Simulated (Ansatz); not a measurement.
## ScB (built on the sites of a database entry of LaIn): relaxing the cell for a phonon run: bringing the structure to rest

Ansatz 0.2.0; DFT LDA, scalar-relativistic, plane waves, PAW.

The structure was built from a prototype and need not be the compound's stable phase.

Symmetry: Pm-3m, No. 221, cubic system. The conventional cell has a = 2.904 Å, b = 2.904 Å, c = 2.904 Å, α = 90.00°, β = 90.00°, γ = 90.00°. Nearest to Sc lie 8 B at 2.51 Å. B has 8 Sc at 2.51 Å nearest. Farther neighbours are not listed.

Little changed from the start: no atom moved by 0.005 Å and no cell edge by 0.1 %.

This step gave:

```
pressure        : 0.02074 GPa
volume per atom : 12.23 Å³
```

Valence density in the ac plane at fractional y = 0.500, with atoms of Sc within 0.2 Å of it. It is the smooth field of the valence electrons, not physical close to the nuclei.

Ten even steps from '0' (0.1 e/Å³) to '9' (7.4 e/Å³):
```
000000000000000
000000000000000
000000000000000
000001122110000
000012466421000
000014799741000
000026999962000
000026999962000
000014799741000
000012466421000
000001122110000
000000000000000
000000000000000
000000000000000
000000000000000
```
Columns run along a (2.9 Å), rows up along c (2.9 Å). Atoms in or near the plane, at fractional coordinates: Sc at (0.50, 0.50).

Electrostatic potential energy in the ac plane at fractional y = 0.500, with atoms of Sc within 0.2 Å of it. With pseudopotentials it is smooth inside the atoms' cores, unlike the true potential.

Ten even steps from '0' (-59 eV) to '9' (15 eV):
```
999999999999999
999999888899999
999988777788999
999887655678899
999875422457899
998764100146789
998752000025789
998752000025789
998764100146789
999875422457899
999887655678899
999988777788999
999999888899999
999999999999999
999999999999999
```
Columns run along a (2.9 Å; values clipped at the 3rd and 97th percentile), rows up along c (2.9 Å). Atoms in or near the plane, at fractional coordinates: Sc at (0.50, 0.50).

ELF in the ac plane at fractional y = 0.500, with atoms of Sc within 0.2 Å of it. It is the smooth field of the valence electrons, not physical close to the nuclei.

Ten even steps from '0' (0.09) to '9' (0.74):
```
776420000002467
764200000000246
542001344310024
320015899851002
100159999995100
000389855898300
000499500599400
000499500599400
000389855898300
100159999995100
320015899851002
542001344310024
764200000000246
776420000002467
877531000013577
```
Columns run along a (2.9 Å), rows up along c (2.9 Å). Atoms in or near the plane, at fractional coordinates: Sc at (0.50, 0.50).

Q: Write an input that reproduces this.

The system, level and task follow from the heading and the kind of results. Meshes, cutoffs and thresholds can't be read from the results; these are the ones that the run used.

Contents of input.yaml:

```yaml
crystal:
  lattice:
    - [2.9036919035, 0.0, 0.0]
    - [0.0, 2.9036919035, 0.0]
    - [0.0, 0.0, 2.9036919035]
  atoms:
    - { symbol: Sc, position: [0.5, 0.5, 0.5] }
    - { symbol: B, position: [0.0, 0.0, 0.0] }
kpoints:
  mp_grid: { grid: [12, 12, 12] }
hamiltonian:
  xc: lda
scf:
  occupations: { method: gaussian, width: 0.1 }
output:
  forces: true
  stress: true
  eigenvalues: true
  write_density: true
  write_potential: true
  elf: true
  volumetric_format: npy
relax:
  adjacent_minimum: "off"
  f_tol: 0.005
  max_steps: 80
  cell: { stress_tol: 0.05 }
```

Command:

```
> ansatz run input.yaml --threads 8 --pin off --max-ram 14336MiB --backend cpu --events-out ev --progress --plain --runs-dir out
```

[Logs are printed without paths, hosts, clocks, repeated set-up lines and the standing remarks that a program may print on its own settings, such as how far it seeks lower states.]

[Hosts, paths, dates, database ids (printed as entryN), source tags and the programs' standing remarks are cut or masked in the printed files.]
